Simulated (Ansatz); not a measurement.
# BP: optical spectrum from first principles

What colour and refractive index does BP have at this level of theory?

Method: DFT, PBE, plane-wave PAW, default files, scalar-relativistic, independent-particle optical response without local fields, in Ansatz 0.2.0.

## 1. The structure

The structure is cubic, space group F-43m (No. 216). Conventional cell: a = 4.538 Å, b = 4.538 Å, c = 4.538 Å, α = 90.00°, β = 90.00°, γ = 90.00°. P has 4 B at 1.97 Å nearest. Nearest to B lie 4 P at 1.97 Å. Farther neighbours are not listed.

## 2. Ground state and bands

First the ground state: is it a metal or has it a gap?

This step: DFT, PBE, plane-wave PAW, default files, scalar-relativistic, ground state (Ansatz 0.2.0).

input.yaml

```yaml
crystal:
  lattice:
    - [0.0, 2.269, 2.269]
    - [2.269, 0.0, 2.269]
    - [2.269, 2.269, 0.0]
  atoms:
    - { symbol: P, position: [0.75, 0.75, 0.75] }
    - { symbol: B, position: [0.0, 0.0, 0.0] }
kpoints:
  mp_grid: { grid: [8, 8, 8] }
  band_path:
    path:
      - [[0.0, 0.0, 0.0], [0.5, 0.0, 0.5], [0.5, 0.25, 0.75], [0.375, 0.375, 0.75], [0.0, 0.0, 0.0], [0.5, 0.5, 0.5], [0.625, 0.25, 0.625], [0.5, 0.25, 0.75], [0.5, 0.5, 0.5], [0.375, 0.375, 0.75]]
      - [[0.625, 0.25, 0.625], [0.5, 0.0, 0.5]]
    npoints: 6
scf:
  occupations: { method: fermi_dirac, width: 0.05 }
  n_extra_bands: 6
hamiltonian:
  xc: pbe
  pseudopotentials: { kind: paw }
output:
  forces: true
  stress: true
  populations: true
  write_bands: true
  write_density: true
  write_potential: true
  elf: true
  volumetric_format: npy
```

Run with:

```sh
$ ansatz run input.yaml --threads 4 --pin off --max-ram 8192MiB --backend cpu --events-out ev --progress --plain --runs-dir out
```

Numbers of over 12 decimals in the logs are rounded to 6 here.

What it wrote:

```text
scf.n_extra_bands = 6 over 4 filled bands (N_el = 8.0): the run solves 10 bands
Engine: ansatz 0.2.0, x86_64-unknown-linux-gnu
Pseudopotentials: kind: paw
Pseudopotential: P, paw, valence charge 5, recommended cutoff 420 eV (normal), P.paw.azcp
Pseudopotential: B, paw, valence charge 3, recommended cutoff 420 eV (normal), B.paw.azcp
Functional definition: PBE
  parameter kappa = 0.804
  parameter beta = 0.066725
  exchange = pbe_x(kappa = kappa, mu = beta*pi^2/3)
  correlation = pbe_c(beta = beta)
Crystal: 2 atoms, lattice volume = 23.363 Å³
Basis set: ecut = 420 eV, 459 PW (Γ), exchange–correlation on 48×48×48 points (8 copies of the dense FFT grid, shifted against one another)
Bands: 10, of which v1, the nominal top of the filled ones, is band 4 counted from 1 (3 counted from 0)
Symmetry: 24 space group operations
Space group: F-43m (ITA 216), of the structure as read, at distance tolerance 2.9e-5 Å
k-points: 29 of 512 (time reversal used)
Non-local potential: P, projectors of the file, l = 0: 2, l = 1: 2, l = 2: 2
Non-local potential: B, projectors of the file, l = 0: 2, l = 1: 2, l = 2: 1
PAW form: soft (Blöchl's): semilocal exchange-correlation on the pseudo side does not see the compensation charge
PAW one-centre angular grid: P, 110 points (default); XC on 64 Gauss nodes
PAW one-centre angular grid: B, 110 points (default); XC on 64 Gauss nodes
Initial density: superposition of atomic densities (neutral atoms: chi_scale 0, normalization atom), corrected by the library's trained network
Initial wavefunctions: pseudopotential atomic-orbital guess
Functional: x = pbe(κ = 0.804, μ = 0.219515), c = pbe(β = 0.066725)
SCF iter   1: F=—  HF=-912.444489 eV  |F-HF|=—  |Δ(HF+E_count)|=         —  Δρ=1.49e-3  dr2=4.47e-4  ethr=1.77e-3  ⟨swp⟩=6.2  Hψ=2430  notcnv=0  defer=3
preconditioner: auto → none  [insulator: Δε(μ)=1.269 eV  Ē_g=14.974 eV  σ=0.050 eV  W_gap=1.00  n_scr=0 (ndim 8)  ℏωp=21.7 eV  f_vac=0.000  D(μ)=0.00/eV (n_scr^D=0)  ε∞_Penn≈3.1]
SCF iter   2: F=—  HF=-912.444585 eV  |F-HF|=—  |Δ(HF+E_count)|=   9.62e-5  Δρ=8.29e-4  dr2=1.52e-4  ethr=5.58e-6  ⟨swp⟩=2.2  Hψ=648  notcnv=0  defer=13
SCF iter   3: F=—  HF=-912.444557 eV  |F-HF|=—  |Δ(HF+E_count)|=   2.74e-5  Δρ=3.99e-4  dr2=1.64e-5  ethr=1.90e-6  ⟨swp⟩=2.0  Hψ=336  notcnv=0  defer=13
SCF iter   4: F=—  HF=-912.444580 eV  |F-HF|=—  |Δ(HF+E_count)|=   2.21e-5  Δρ=1.30e-4  dr2=5.05e-6  ethr=2.04e-7  ⟨swp⟩=2.0  Hψ=361  notcnv=0  defer=13
SCF iter   5: F=—  HF=-912.444578 eV  |F-HF|=—  |Δ(HF+E_count)|=   1.34e-6  Δρ=3.73e-5  dr2=4.12e-7  ethr=6.31e-8  ⟨swp⟩=2.0  Hψ=330  notcnv=0  defer=13
SCF iter   6: F=-912.444578 eV  HF=-912.444578 eV  |F-HF|=2.40e-8  |Δ(HF+E_count)|=   1.09e-7  Δρ=1.06e-5  dr2=3.32e-8  ethr=1.25e-9  ⟨swp⟩=11.7  Hψ=1923  notcnv=0
SCF 1 converged in 6 iterations: F = -912.444578 eV  dr2 = 3.32e-8
  greatest PAW one-centre occupation: 0.774 electrons in one spin orbital (limit 2), on the P atom at site 0 (counted from 0), in its partial waves of l = 0
NSCF: frozen V_eff on 62 k-points
SCF converged after 6 iterations
Free energy (F): -912.444578 eV
Harris-Foulkes:  -912.444578 eV  (|F-HF|=2.40e-8)
Internal energy: -912.444578 eV  (E = F + TS)
E sigma→0 (E₀):  -912.444578 eV
Entropy (-TS):   -0.000000 eV (-0.000 meV/atom)
Fermi energy:    9.881118 eV
--- Per-component energies (eV) ---
  E_band       = 22.188558
  E_kinetic    = 121.710783
  E_local      = -67.919636  (includes V_loc(G=0)·N_el)
  E_nonlocal   = 45.022465
  E_hartree    = 17.058193
  E_xc         = -94.861407
  E_vxc        = -100.534076  (∫ρ·V_xc dr)
  E_paw        = -647.963457  (= ΣΔE_a)
  E_vpaw       = -10.207585  (= ΣTr[D̂ρ^β])
  E_aug_tail   = 0.000001  (compensation charges beyond the density's cutoff)
  E_ewald      = -285.491518
  E_smearing   = -0.000000  (= −TS)
  E_closure    = -0.000000  (closes the sum)
  Σ components = -912.444578   (vs F -912.444578, Δ=0.00e0)
--- Forces (eV/Å), atoms counted from 1 ---
  atom   1  P      0.00000000     0.00000000    -0.00000000
  atom   2  B     -0.00000000     0.00000000     0.00000000
  max |Σ_I F_I| component: 2.78e-16 eV/Å
--- Stress (GPa, compression-positive) ---
        1.147348      -0.000000      -0.000000
        0.000000       1.147348       0.000000
        0.000000       0.000000       1.147348
  P = ⅓ Tr σ = 1.1473 GPa (11.473 kbar)
--- Band table (eV; the first three rows and the last of 29) ---
  k-point 0: bands = ["-6.1919", "9.2652", "9.2652", "9.2652", "12.6688", "12.6688", "12.6688", "16.6368", "20.7767", "21.2797"]
  k-point 1: bands = ["-5.9110", "7.4129", "8.8379", "8.8379", "13.1988", "13.2587", "13.2587", "17.4245", "20.4037", "20.4037"]
  k-point 2: bands = ["-5.0870", "4.4218", "8.1494", "8.1494", "13.2631", "14.0257", "14.0257", "18.8717", "20.1566", "20.1566"]
  k-point 28: bands = ["-1.0642", "1.2080", "3.5939", "3.7982", "14.5902", "16.0233", "16.5012", "16.7072", "22.0282", "25.3559"]
--- Löwdin populations: 2 sites ---
  site symbol       q [e]
     0      P      4.2507
     1      B      3.6871
  spilling = 0.007783 (of n_electrons = 8.000000)
```

Run time: 0.45 s. Hardware: 4 threads of Intel Xeon Platinum 8488C (Sapphire Rapids), shared host; peak memory 0.34 GiB; 1.3 s of CPU time.

The column dr2 measures how far the density is from self-consistency, as an energy; F and HF (Harris–Foulkes) agree once it is small.

Read-outs, printed or worked out from the files:

* free energy: -912.4446 eV
* Fermi energy: 9.881 eV
* gap by band count: 1.273 eV
* electrons: 8
* symmetry operations: 24
* pressure: 1.147 GPa
* volume: 23.36 Å³
* gap on the path: 1.239 eV
* least direct gap on the path: 3.404 eV

There is a gap, 1.24 eV on the path, so no carriers' term is needed. The cell is left with a pressure of 1.1 GPa, as it stands unrelaxed at this level.

The electronic bands at the labelled points (eV, zero at the Fermi level; v1 is the highest filled band, c1 the lowest empty one):

```csv
point,v4,v3,v2,v1,c1,c2,c3,c4
Γ,-16.07,-0.62,-0.62,-0.62,2.79,2.79,2.79,6.76
halfway,-14.59,-4.31,-3.35,-3.35,1.20,4.33,7.09,7.09
X,-11.22,-9.20,-4.73,-4.73,0.72,1.04,11.46,11.46
halfway,-11.09,-8.98,-5.54,-5.47,2.27,2.75,9.59,10.38
W,-10.95,-8.67,-6.29,-6.08,4.71,6.14,6.62,6.83
halfway,-11.11,-8.72,-6.67,-5.03,2.91,5.49,7.89,8.63
K,-11.22,-8.78,-6.84,-4.12,1.53,5.38,9.09,9.98
halfway,-14.43,-5.52,-4.49,-1.70,3.94,4.47,5.51,7.68
Γ,-16.07,-0.62,-0.62,-0.62,2.79,2.79,2.79,6.76
halfway,-14.97,-5.46,-1.73,-1.73,3.38,4.14,4.14,8.99
L,-12.75,-9.65,-2.37,-2.37,3.16,4.09,4.09,9.51
halfway,-12.25,-9.20,-4.81,-3.17,2.67,5.95,6.12,9.09
U,-11.22,-8.78,-6.84,-4.12,1.53,5.38,9.09,9.98
halfway,-11.11,-8.72,-6.67,-5.03,2.91,5.49,7.89,8.63
W,-10.95,-8.67,-6.29,-6.08,4.71,6.14,6.62,6.83
halfway,-12.09,-9.06,-5.14,-3.73,3.57,4.58,7.67,9.15
L,-12.75,-9.65,-2.37,-2.37,3.16,4.09,4.09,9.51
halfway,-12.25,-9.20,-4.81,-3.17,2.67,5.95,6.12,9.09
K,-11.22,-8.78,-6.84,-4.12,1.53,5.38,9.09,9.98
jump to U,-11.22,-8.78,-6.84,-4.12,1.53,5.38,9.09,9.98
halfway,-11.16,-9.08,-5.67,-4.57,1.02,2.38,10.71,11.01
X,-11.22,-9.20,-4.73,-4.73,0.72,1.04,11.46,11.46
```

The electronic bands as a text plot (rows in eV, shown from -8.6 to 6.6 only):

```
    6.3 |  ++                               + +   +        +
    5.7 |             ++++ ++++             +  +++ +  +    + +
    5.0 |  ++        +                     +        +     +
    4.4 |    +       ++      +++      +++++       ++ +++++    +
    3.8 | +         +        +++++  ++           +  ++++
    3.1 |           +  +   ++   ++ +++++++++           ++++
    2.5 |++   ++          +       +         ++  +          ++  +
    1.9 |  ++   +  +    +                     +
    1.2 |    +   +++     +                     +             ++++
    0.6 |     ++++                                              +
    0.0 |
   -0.7 |*                      ****
   -1.3 | *                    *** ***
   -1.9 |                    ** **    **
   -2.6 |  **              **           ****           ****
   -3.2 |    *            *    *    **      *         *    *
   -3.9 |     **         *     *           * ***     **   * **
   -4.5 |    *  **      *    **                 *   *         ***
   -5.1 |         **   *                    *        *     *    *
   -5.8 |           ***    ****       *      *   * *        *  *
   -6.4 |     **     ***                      *  ****         *
   -7.0 |               *****          *       **            *
   -7.7 |
   -8.3 |       *         *                        *
         Γ       X    W  K        Γ      L     U  W     L   K|U X
```

Valence density in the ac plane of a cell with a along [110], b along [-110] and c along [001] of the cube at fractional y = 0.000, with atoms of P and B within 0.2 Å of it. It is the smooth field of the valence electrons, not physical close to the nuclei.

Ten even steps from '_' (0.04 e/Å³) to '@' (0.86 e/Å³), each cell a mean:
```
****==::....--++******==::....--++**
**==::______..--++**==::______..--++
--::..________..----::..________..--
..______________....______________..
____________________________________
______..::::..__________..::::..____
____::==**++--..______::==**++--..__
__..==**++**++::..__..==**++**++::..
::--**++..::**++::::--**++..::**++::
++**@@%%--++@@%%++++**@@%%--++@@%%++
##@@@@@@##%%@@@@%%##@@@@@@##%%@@@@%%
==%%##++==++**%%**==%%##++==++**%%**
```

Electrostatic potential energy in the ac plane of a cell with a along [110], b along [-110] and c along [001] of the cube at fractional y = 0.000, with atoms of P and B within 0.2 Å of it. With pseudopotentials it is smooth inside the atoms' cores, unlike the true potential.

Values in eV, 7 rows by 16 columns, each cell a mean:
```
-32  -9   8  11  11  10   1 -24 -32  -9   8  11  11  10   1 -24
  8  10  11  12  12  12  11   9   8  10  11  12  12  12  11   9
 11  12  12  12  12  12  12  11  11  12  12  12  12  12  12  11
 11  11   8   4   3   6  10  11  11  11   8   4   3   6  10  11
 11   7 -12 -42 -47 -26   1  10  11   7 -12 -42 -47 -26   1  10
  3   3 -18 -51 -56 -34  -1   4   3   3 -18 -51 -56 -34  -1   4
-44 -17   2  -4  -6   1  -5 -35 -44 -17   2  -4  -6   1  -5 -35
```

## 3. Spectrum

The spectrum is a sum over vertical transitions between filled and empty bands at the fixed density, so many empty bands are needed.

This step: DFT, PBE, plane-wave PAW, default files, scalar-relativistic, independent-particle optical response without local fields (Ansatz 0.2.0).

input.yaml, the sections that differ from step 2:

```yaml
kpoints:
  mp_grid: { grid: [8, 8, 8] }
scf:
  occupations: { method: fixed }
output:
  optics:
    e_range: [0, 22]
    de: 0.05
    sigma: 0.15
    nscf_kmesh: { grid: [14, 14, 14] }
    bands: { spectra_wanted_up_to: 22 }
# crystal, hamiltonian: as in step 2
```

What it wrote:

```text
[...]
Crystal: 2 atoms, lattice volume = 23.363 Å³
Basis set: ecut = 420 eV, 459 PW (Γ)
Bands: 8, of which v1, the nominal top of the filled ones, is band 4 counted from 1 (3 counted from 0)
Symmetry: 24 space group operations
[...]
k-points: 29 of 512 (time reversal used)
[...]
SCF iter   1: F=—  HF=-912.444479 eV  |F-HF|=—  |Δ(HF+E_count)|=         —  Δρ=1.51e-3  dr2=4.72e-4  ethr=1.77e-3  ⟨swp⟩=5.2  Hψ=1705  notcnv=0  defer=54
[...]
SCF iter   8: F=-912.444574 eV  HF=-912.444574 eV  |F-HF|=1.36e-12  |Δ(HF+E_count)|=  2.26e-10  Δρ=8.48e-8  dr2=2.06e-12  ethr=1.00e-12  ⟨swp⟩=5.7  Hψ=1335  notcnv=0
SCF 1 converged in 8 iterations: F = -912.444574 eV  dr2 = 2.06e-12
[...]
NSCF: frozen V_eff on 104 k-points
[...]
output.optics: what the bands over the 19 summed would add to eps1, eps2 and the energy-loss function is held between a lower and an upper bound (7 Lanczos steps). eps1, eps2 and their loss function (loss_summed_bands) are given on every row as the summed bands alone make them. Along an axis, on a row where the two bounds hold the loss function to about 1 % of the greater of itself and 0.5 % of |1/eps|, its cell (loss_completed) is given, with the completed eps1 and eps2 that it is formed of (a cell that is left empty reads nan in the table and null in the record). The two bounds hold it so along every axis on all 441 rows up to 22.000 eV. [rest of the remark cut]
SCF converged after 8 iterations
Free energy (F): -912.444574 eV
[...]
Internal energy: -912.444574 eV  (E = F + TS)
E sigma→0 (E₀):  -912.444574 eV
Fermi energy:    9.265197 eV
[...]
--- Band table (eV; the first three rows and the last of 29) ---
[...]
```

It took 3.2 s on 4 threads; peak memory 0.53 GiB; 11 s of CPU time.

Read-outs, printed or worked out from the files:

| Item | Value |
| --- | --- |
| electronic dielectric constant ε∞, mean over x, y and z (by symmetry where fewer were run) | 9.495 |
| absorption onset, first axis (α over 10⁴ cm⁻¹, or the direct gap if that lies higher) | 3.404 eV |
| main peak of Im epsilon, first axis | 5.835 eV |
| photocurrent from vertical transitions in a film 500 nm thick on a perfect mirror (two passes), AM1.5G, no front reflection, all carriers collected | 0.5941 mA/cm² |
| least direct gap on the mesh | 3.404 eV |
| bands summed | 19 |
| spectra valid up to | 31.30 eV |
| program's estimate of the k-sum error in Im epsilon | 0.08 % |
| electrons in the f-sum | 7.047 |

The Im ε, any direction has structure finer than the step of the table below, so its rows give means over 1 eV, whole bins alone (the curve runs from 0 to 22 eV). Peaks (eV: height): 5.8: 46.5.

Im ε, any direction against photon energy; means over each step:

```csv
photon energy (eV),"Im ε, any direction"
2,0
3,0.216
4,4.86
5,12.0
6,31.5
7,13.0
8,7.53
9,4.76
10,3.01
11,2.29
12,1.71
13,1.24
14,0.961
15,0.739
16,0.578
17,0.430
18,0.355
19,0.301
20,0.266
21,0.195
```

Re ε, any direction against photon energy:

photon energy (eV), Re ε, any direction and a bar from the least value:
```
        0        9.5 ###################
        1        9.8 ###################
        2       10.7 ####################
        3       13.1 #######################
        4       16.8 ##########################
        5       20.5 ##############################
        6       -9.4 
        7       -8.5 #
        8       -6.3 ###
        9       -5.2 ####
       10       -3.9 ######
       11       -3.0 ######
       12       -2.4 #######
       13       -2.0 #######
       14       -1.5 ########
       15       -1.2 ########
       16       -0.9 ########
       17       -0.7 #########
       18       -0.5 #########
       19       -0.3 #########
       20       -0.2 #########
       21       -0.1 #########
       22        0.0 #########
```

The refractive index n and extinction k by photon energy:

```csv
photon energy (eV),n,k
0,3.08,0
1,3.12,0
2,3.27,0
3,3.62,1.1e-5
4,4.14,0.593
5,4.68,1.17
6,3.81,4.89
7,1.80,3.43
8,1.32,2.83
9,0.956,2.48
10,0.696,2.10
11,0.644,1.86
12,0.534,1.63
13,0.417,1.46
14,0.372,1.29
15,0.317,1.15
16,0.287,1.01
17,0.245,0.870
18,0.239,0.741
19,0.244,0.616
20,0.263,0.515
21,0.231,0.404
22,0.305,0.271
```

Values under 1 per cm are given as 1. Absorption coefficient, any direction against photon energy:

```csv
photon energy (eV),"absorption coefficient, any direction (1/cm)"
0.00,1
1.00,1
2.00,1
3.00,3.24
4.00,2.4e5
5.00,5.9e5
6.00,3.0e6
7.00,2.4e6
8.00,2.3e6
9.00,2.3e6
10.00,2.1e6
11.00,2.1e6
12.00,2.0e6
13.00,1.9e6
14.00,1.8e6
15.00,1.7e6
16.00,1.6e6
17.00,1.5e6
18.00,1.4e6
19.00,1.2e6
20.00,1.0e6
21.00,8.6e5
22.00,6.0e5
```

Table of loss function −Im 1/ε at q → 0, any direction by energy loss; read off at these points:

```csv
energy loss (eV),"loss function −Im 1/ε at q → 0, any direction"
3,0
4,0.0160
5,0.0203
6,0.0252
7,0.0549
8,0.0784
9,0.0954
10,0.122
11,0.160
12,0.200
13,0.229
14,0.293
15,0.361
16,0.473
17,0.638
18,0.962
19,1.56
20,2.42
21,3.98
22,5.95
```

[end of part 1 of 2]

[Logs are printed without paths, hosts, clocks, repeated set-up lines and the standing remarks that a program may print on its own settings, such as how far it seeks lower states.]

[Hosts, paths, dates, database ids (printed as entryN), source tags and the programs' standing remarks are cut or masked in the printed files.]
